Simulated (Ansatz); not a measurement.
## One crystal, many levels of theory: Rb2LiVO4 (Cmc2_1)

What gap does each level of theory give for Rb2LiVO4 (Cmc2_1), and in what time?

Calculated with Ansatz 0.2.0; density functionals, hybrids and G0W0, plane waves, PAW.

**The experiments to reproduce.**

- Gap 3.8 eV: optical gap from diffuse reflectance; UV-vis-NIR diffuse reflectance; powder (polycrystalline, solid-state reaction) (“Growth, Properties, and Theoretical Analysis of M2LiVO4 (M = Rb, Cs) Crystals: Two Potential Mid-Infrared Nonlinear Optical Materials”, 2017, pmc:5432528).

Most raw output is cut from this account.

In doubt: masses and optical values from hybrid runs of this build are listed as unsure (step 8), which bears on the screening that GW takes from such a start.

## (1) Set-up

Symmetry: Cmc2_1, No. 36, orthorhombic system. Conventional cell: a = 5.879 Å, b = 11.701 Å, c = 7.933 Å, α = 90.00°, β = 90.00°, γ = 90.00°. Nearest to Rb lie 10 O at 2.88 to 3.57 Å and 3 Li at 3.18 to 3.60 Å and 1 V at 3.49 Å. Nearest to Rb lie 8 O at 2.89 to 3.24 Å and 1 Li at 3.11 Å. Nearest to Li lie 4 O at 1.89 to 2.06 Å. Nearest to V lie 4 O at 1.71 to 1.72 Å. Nearest to O lie 1 V at 1.72 Å and 1 Li at 1.89 Å and 5 Rb at 3.02 to 3.57 Å. Nearest to O lie 1 V at 1.71 Å and 1 Li at 2.06 Å and 4 Rb at 2.88 to 3.06 Å. Farther neighbours and most contacts between anions are not listed.

Coordinates:

```cif
data_structure
_symmetry_space_group_name_H-M 'Cmc2_1'
_symmetry_Int_Tables_number 36
_cell_length_a 5.8790
_cell_length_b 11.7010
_cell_length_c 7.9330
_cell_angle_alpha 90.000
_cell_angle_beta 90.000
_cell_angle_gamma 90.000
_cell_volume 545.71
loop_
_atom_site_label
_atom_site_type_symbol
_atom_site_symmetry_multiplicity
_atom_site_Wyckoff_symbol
_atom_site_fract_x
_atom_site_fract_y
_atom_site_fract_z
_atom_site_occupancy
Rb1 Rb 4 a 0.00000 0.39500 0.05120 1
Rb2 Rb 4 a 0.50000 0.43830 0.40680 1
Li1 Li 4 a 0.50000 0.30110 0.82840 1
V1 V 4 a 0.00000 0.30950 0.61060 1
O1 O 8 b 0.23610 0.35520 0.71830 1
O2 O 4 a 0.00000 0.36600 0.41130 1
O3 O 4 a 0.00000 0.16500 0.57640 1
```

The cell and positions come from the Crystallography Open Database and are kept as given unless a step says otherwise.

The logs state that the PAW files were generated under PBE.

## (2) LDA on the 4×4×4 mesh

This step: DFT, LDA, plane waves, PAW; PAW set soft_1.

The input, input.yaml:

```yaml
crystal:
  lattice:
    - [2.9395, -5.8505, 0.0]
    - [2.9395, 5.8505, 0.0]
    - [0.0, 0.0, 7.933]
  atoms:
    - { symbol: Rb, position: [0.605, 0.395, 0.9488] }
    - { symbol: Rb, position: [0.395, 0.605, 0.4488] }
    - { symbol: Rb, position: [0.0617, 0.9383, 0.5932] }
    - { symbol: Rb, position: [0.9383, 0.0617, 0.0932] }
    - { symbol: Li, position: [0.1989, 0.8011, 0.1716] }
    - { symbol: Li, position: [0.8011, 0.1989, 0.6716] }
    - { symbol: V, position: [0.6905, 0.3095, 0.3894] }
    - { symbol: V, position: [0.3095, 0.6905, 0.8894] }
    - { symbol: O, position: [0.4087, 0.1191, 0.2817] }
    - { symbol: O, position: [0.5913, 0.8809, 0.7817] }
    - { symbol: O, position: [0.8809, 0.5913, 0.2817] }
    - { symbol: O, position: [0.1191, 0.4087, 0.7817] }
    - { symbol: O, position: [0.634, 0.366, 0.5887] }
    - { symbol: O, position: [0.366, 0.634, 0.0887] }
    - { symbol: O, position: [0.835, 0.165, 0.4236] }
    - { symbol: O, position: [0.165, 0.835, 0.9236] }
kpoints:
  mp_grid: { grid: [4, 4, 4] }
  band_path:
    path:
      - [0.0, 0.0, 0.0]
      - [-0.5, 0.5, 0.0]
      - [-0.68688959, 0.31311041, 0.0]
      - [-0.31311041, -0.31311041, 0.0]
      - [0.0, 0.0, -0.5]
      - [-0.31311041, -0.31311041, -0.5]
      - [-0.68688959, 0.31311041, -0.5]
      - [-0.5, 0.5, -0.5]
      - [-0.5, 0.0, 0.0]
    npoints: 1
hamiltonian:
  xc: lda
  pseudopotentials: { kind: paw, azcp: { folder: soft_1 }, xc_functional: pbe }
scf:
  occupations: { method: fixed }
  n_extra_bands: 9
output:
  eigenvalues: true
  forces: true
  stress: true
```

On the command line:

```sh
$ ansatz run input.yaml --threads 24 --pin off --max-ram 82944MiB --backend cuda --events-out ev --progress --plain --runs-dir out --devices 1 --max-vram 78GiB
```

Elapsed: 1.7 s, on 1 × NVIDIA GB200 (shared by 2 runs) with 24 threads of Arm Neoverse V2, shared host; peak memory 1.1 GiB; 8 s of CPU time.

Numbers from this step:

| Item | Value |
| --- | --- |
| pressure | -3.967 GPa |
| gap | 3.895 eV |
| valence top at | Y |
| conduction bottom at | k = (-0.500, 0.000, 0.000) |
| least direct gap | 3.970 eV |

Over mesh and listed points the gap is 3.895 eV, from k = (-0.500, 0.500, 0.000) to k = (-0.500, 0.000, 0.000). The least direct gap found is 3.970 eV, at k = (-0.500, 0.500, 0.000).

## (3) r2SCAN on the 4×4×4 mesh

Levels along a band path and on the mesh show where this functional puts the band edges.

This step: DFT, r2SCAN, plane waves, PAW; PAW set soft_1.

input.yaml, the sections that differ from step 2:

```yaml
kpoints:
  mp_grid: { grid: [4, 4, 4] }
  band_path:
    path:
      - [[0.0, 0.0, 0.0], [-0.5, 0.5, 0.0], [-0.68688959, 0.31311041, 0.0]]
      - [[-0.31311041, -0.31311041, 0.0], [0.0, 0.0, 0.0], [0.0, 0.0, -0.5], [-0.31311041, -0.31311041, -0.5]]
      - [[-0.68688959, 0.31311041, -0.5], [-0.5, 0.5, -0.5], [-0.5, 0.5, 0.0]]
      - [[0.0, 0.0, 0.0], [-0.5, 0.0, 0.0], [-0.5, 0.0, -0.5], [0.0, 0.0, -0.5], [-0.5, 0.5, -0.5]]
    npoints: 10
hamiltonian:
  xc: r2scan
  pseudopotentials: { kind: paw, azcp: { folder: soft_1 } }
scf:
  occupations: { method: fermi_dirac, width: 0.02 }
  n_extra_bands: 9
# crystal, output: as in step 2
```

The job ended after 2.8 s (1 × NVIDIA GB200 (shared by 2 runs) with 24 threads; peak memory 1.4 GiB; 13 s of CPU time).

Numbers from this step:

- pressure: -0.6051 GPa
- filled bands: 58
- gap: 4.354 eV
- valence top at: Y
- conduction bottom at: S
- least direct gap: 4.427 eV

Over mesh and path the gap is 4.354 eV, from k = (-0.500, 0.500, 0.000) to k = (-0.500, 0.000, 0.000). The least direct gap found is 4.427 eV, at k = (-0.500, 0.500, 0.000). r2SCAN against LDA: 4.354 − 3.895 = +0.459 eV. The runs also differ in plane-wave cutoff (420 eV and 500 eV), so how much of this comes from the functional alone is not known.

## (4) r2SCAN+SOC on the 4×4×4 mesh

This run has two-component orbitals with spin-orbit coupling.

This step: DFT, r2SCAN with spin-orbit coupling, plane waves, PAW; PAW set soft_1.

input.yaml, the sections that differ from step 3:

```yaml
kpoints:
  mp_grid: { grid: [4, 4, 4] }
  band_path:
    path:
      - [0.0, 0.0, 0.0]
      - [-0.5, 0.5, 0.0]
      - [-0.68688959, 0.31311041, 0.0]
      - [-0.31311041, -0.31311041, 0.0]
      - [0.0, 0.0, -0.5]
      - [-0.31311041, -0.31311041, -0.5]
      - [-0.68688959, 0.31311041, -0.5]
      - [-0.5, 0.5, -0.5]
      - [-0.5, 0.0, 0.0]
    npoints: 1
hamiltonian:
  xc: r2scan
  pseudopotentials: { kind: paw_fr, azcp: { folder: soft_1 } }
scf:
  occupations: { method: fixed }
  n_extra_bands: 18
magnetization:
  noncollinear: true
  spin_orbit: true
# crystal, output: as in step 3
```

Elapsed: 3.9 s, on 1 × NVIDIA GB200 (shared by 2 runs) with 24 threads; peak memory 1.8 GiB.

Numbers from this step:

| Property | Result |
| --- | --- |
| pressure | -0.6047 GPa |
| gap | 4.353 eV |
| valence top at | Y |
| conduction bottom at | k = (-0.500, 0.000, 0.000) |
| least direct gap | 4.427 eV |

Over mesh and listed points the gap is 4.353 eV, from k = (-0.500, 0.500, 0.000) to k = (-0.500, 0.000, 0.000). The least direct gap found is 4.427 eV, at k = (-0.500, 0.500, 0.000). r2SCAN+SOC against r2SCAN: 4.353 − 4.354 = −0.001 eV, with the same mesh, set of files (read in its fully relativistic form for the spin-orbit run) and cutoff, and both edges at the same k points. The spin-orbit run sees mesh and listed points alone, so its gap is an upper bound: the coupling can move an edge off these points, the more so as this crystal has no centre of inversion, and the change over the zone, its sign included where it is small, is not known.

## (5) HSE06 on the 4×4×2 mesh

HSE06 mixes in a quarter of exact exchange at short range.

This step: DFT, HSE06, plane waves, PAW; PAW set soft_1.

Changes to input.yaml since step 4:

```diff
@@ -23,3 +23,3 @@
 kpoints:
-  mp_grid: { grid: [4, 4, 4] }
+  mp_grid: { grid: [4, 4, 2] }
   band_path:
@@ -37,13 +37,8 @@
 hamiltonian:
-  xc: r2scan
-  pseudopotentials: { kind: paw_fr, azcp: { folder: soft_1 } }
+  xc: hse06
+  pseudopotentials: { kind: paw, azcp: { folder: soft_1 } }
 scf:
   occupations: { method: fixed }
-  n_extra_bands: 18
-magnetization:
-  noncollinear: true
-  spin_orbit: true
+  n_extra_bands: 9
 output:
   eigenvalues: true
-  forces: true
-  stress: true
```

It took 16 s on 1 × NVIDIA GB200 (shared by 2 runs) with 24 threads; peak memory 2.1 GiB; 2.4 min of CPU time.

Numbers from this step:

| Quantity | Value |
| --- | --- |
| gap | 5.585 eV |
| valence top at | Y |
| conduction bottom at | k = (-0.500, 0.000, 0.000) |
| least direct gap | 5.666 eV |
| exact-exchange fraction | 0.25 |

Over mesh and listed points the gap is 5.585 eV, from k = (-0.500, 0.500, 0.000) to k = (-0.500, 0.000, 0.000). The least direct gap found is 5.666 eV, at k = (-0.500, 0.500, 0.000). HSE06 against LDA: 5.585 − 3.895 = +1.690 eV. The runs also differ in mesh (4×4×4 and 4×4×2), so how much of this comes from the functional alone is not known.

## (6) PBE0 on the 4×4×2 mesh

PBE0 mixes in a quarter of exact exchange at all distances.

This step: DFT, PBE0, plane waves, PAW; PAW set soft_1.

Changes to input.yaml since step 5:

```diff
@@ -37,3 +37,3 @@
 hamiltonian:
-  xc: hse06
+  xc: pbe0
   pseudopotentials: { kind: paw, azcp: { folder: soft_1 } }
```

Elapsed: 12 s, on 1 × NVIDIA GB200 (shared by 2 runs) with 24 threads; peak memory 2.1 GiB; 2.2 min of CPU time.

This step gave:

```yaml
gap: 6.364 eV
valence_top_at: Y
conduction_bottom_at: k = (-0.500, 0.000, 0.000)
least_direct_gap: 6.446 eV
exact_exchange_fraction: 0.25
```

Over mesh and listed points the gap is 6.364 eV, from k = (-0.500, 0.500, 0.000) to k = (-0.500, 0.000, 0.000). The least direct gap found is 6.446 eV, at k = (-0.500, 0.500, 0.000). PBE0 against HSE06: 6.364 − 5.585 = +0.779 eV, with the same mesh, files and cutoff, and both edges at the same k points.

## (7) G0W0@r2SCAN, 4×4×2 mesh, 918 empty bands, screening to 130 eV, PAW set soft_1 files

G0W0 replaces the xc potential by a self-energy built once from the orbitals of the start. Levels are corrected in the window of bands that the input names, at points of the mesh.

This step: G0W0 on r2SCAN, plane waves, PAW; PAW set soft_1.

Changes to input.yaml since step 6:

```diff
@@ -24,16 +24,4 @@
   mp_grid: { grid: [4, 4, 2] }
-  band_path:
-    path:
-      - [0.0, 0.0, 0.0]
-      - [-0.5, 0.5, 0.0]
-      - [-0.68688959, 0.31311041, 0.0]
-      - [-0.31311041, -0.31311041, 0.0]
-      - [0.0, 0.0, -0.5]
-      - [-0.31311041, -0.31311041, -0.5]
-      - [-0.68688959, 0.31311041, -0.5]
-      - [-0.5, 0.5, -0.5]
-      - [-0.5, 0.0, 0.0]
-    npoints: 1
 hamiltonian:
-  xc: pbe0
+  xc: r2scan
   pseudopotentials: { kind: paw, azcp: { folder: soft_1 } }
@@ -41,4 +29,7 @@
   occupations: { method: fixed }
-  n_extra_bands: 9
-output:
-  eigenvalues: true
+gw:
+  n_empty_bands: 918
+  ecut_chi: 130.0
+  qp_bands: [v4, c4]
+  qp_kpoints: band_edges
+  screening: { model: contour_deformation }
```

Run time: 44 s. Hardware: 1 × NVIDIA GB200 (shared by 2 runs) with 24 threads; peak memory 6.3 GiB.

Numbers from this step:

| Quantity | Value |
| --- | --- |
| bands summed | 976 |
| RPA ε∞ on this mesh (eigenvalues) | 2.516, 2.569, 2.604 |
| plane waves in the screening matrix | 909 |
| G0W0 gap over the corrected points | 6.947 eV |
| k of the valence top | -0.5, -0.5, 0 |
| k of the conduction bottom | 0, -0.5, 0 |
| starting gap on the mesh | 4.354 eV |
| Z at the valence top | 0.7563 |
| Z at the conduction bottom | 0.7623 |
| least direct G0W0 gap over the corrected points | 7.056 eV |

Over all 14 irreducible mesh points the G0W0 gap is 6.947 eV, from k = (-0.500, -0.500, 0.000) to k = (0.000, -0.500, 0.000). The r2SCAN gap of this run on the mesh is 4.354 eV. The two states that bound the G0W0 gap lie that far apart at the start, so the correction of the gap is 6.947 − 4.354 = +2.593 eV.

## (8) G0W0@HSE06, 4×4×2 mesh, 426 empty bands, screening to 78 eV, PAW set soft_1 files

This step: G0W0 on HSE06, plane waves, PAW; PAW set soft_1.

Changes to input.yaml since step 7:

```diff
@@ -25,3 +25,3 @@
 hamiltonian:
-  xc: r2scan
+  xc: hse06
   pseudopotentials: { kind: paw, azcp: { folder: soft_1 } }
@@ -30,4 +30,4 @@
 gw:
-  n_empty_bands: 918
-  ecut_chi: 130.0
+  n_empty_bands: 426
+  ecut_chi: 78
   qp_bands: [v4, c4]
```

Wall time 49 s (1 × NVIDIA GB200 (shared by 2 runs) with 24 threads); peak memory 3.1 GiB; 2.8 min of CPU time.

Numbers from this step:

```
bands summed                                    : 484
RPA ε∞ on this mesh (eigenvalues)               : 2.368, 2.410, 2.443
plane waves in the screening matrix             : 431
G0W0 gap over the corrected points              : 7.350 eV
k of the valence top                            : -0.5, -0.5, 0
k of the conduction bottom                      : 0, -0.5, 0
starting gap on the mesh                        : 5.585 eV
Z at the valence top                            : 0.7867
Z at the conduction bottom                      : 0.7938
least direct G0W0 gap over the corrected points : 7.480 eV
```

Over all 14 irreducible mesh points the G0W0 gap is 7.350 eV, from k = (-0.500, -0.500, 0.000) to k = (0.000, -0.500, 0.000). The HSE06 gap of this run on the mesh is 5.585 eV. The two states that bound the G0W0 gap lie that far apart at the start, so the correction of the gap is 7.350 − 5.585 = +1.765 eV. G0W0@HSE06 against G0W0@r2SCAN with 484 bands (a further run, in the table below): 7.350 − 7.056 = +0.294 eV. The runs also differ in plane-wave cutoff (500 eV and 420 eV), so how much of this comes from the start alone is not known.

## (9) G0W0@LDA, 4×4×2 mesh, 426 empty bands, screening to 78 eV, PAW set soft_1 files

This step: G0W0 on LDA, plane waves, PAW; PAW set soft_1.

Changes to input.yaml since step 8:

```diff
@@ -25,4 +25,4 @@
 hamiltonian:
-  xc: hse06
-  pseudopotentials: { kind: paw, azcp: { folder: soft_1 } }
+  xc: lda
+  pseudopotentials: { kind: paw, azcp: { folder: soft_1 }, xc_functional: pbe }
 scf:
```

It took 14 s on 1 × NVIDIA GB200 (shared by 2 runs) with 24 threads; peak memory 2.5 GiB; 45 s of CPU time.

This step gave:

- bands summed: 484
- RPA ε∞ on this mesh (eigenvalues): 2.752, 2.825, 2.862
- plane waves in the screening matrix: 431
- G0W0 gap over the corrected points: 6.928 eV
- k of the valence top: -0.5, -0.5, 0
- k of the conduction bottom: 0, -0.5, 0
- starting gap on the mesh: 3.895 eV
- Z at the valence top: 0.7457
- Z at the conduction bottom: 0.7570
- least direct G0W0 gap over the corrected points: 7.043 eV

Over all 14 irreducible mesh points the G0W0 gap is 6.928 eV, from k = (-0.500, -0.500, 0.000) to k = (0.000, -0.500, 0.000). The LDA gap of this run on the mesh is 3.895 eV. The two states that bound the G0W0 gap lie that far apart at the start, so the correction of the gap is 6.928 − 3.895 = +3.033 eV. G0W0@LDA against G0W0@HSE06 with 484 bands: 6.928 − 7.350 = −0.422 eV, with the same mesh, files and cutoffs, and both edges at the same k points. The program marks 37 of the 112 corrected levels as in doubt (energies apart), neither edge state among them.

[end of part 1 of 2]

[Paths, hosts, dates, memory and timing lines, banners, echoed tables and standing remarks are left out of the program output.]

[Logs are printed without paths, hosts, clocks, repeated set-up lines and the standing remarks that a program may print on its own settings, such as how far it seeks lower states.]

[Runs of the session that timed out or met a known fault of the program may be left out.]

[Cells called generated may have been cut or substituted from an entry of the Crystallography Open Database or the Materials Project.]

[Hosts, paths, dates, database ids (printed as entryN), source tags and the programs' standing remarks are cut or masked in the printed files.]

[Where an RPA ε∞ is given, it is that of the G0W0 mesh and is not shown converged in it. Names of k-points follow the symmetry that the program found, which can be lower than the space group named. Band edges on a path are those of the sampled points; other points can move an edge, and change direct to indirect where valleys lie close.]

[Hybrid gaps are those of their k-mesh and are not shown converged in it.]
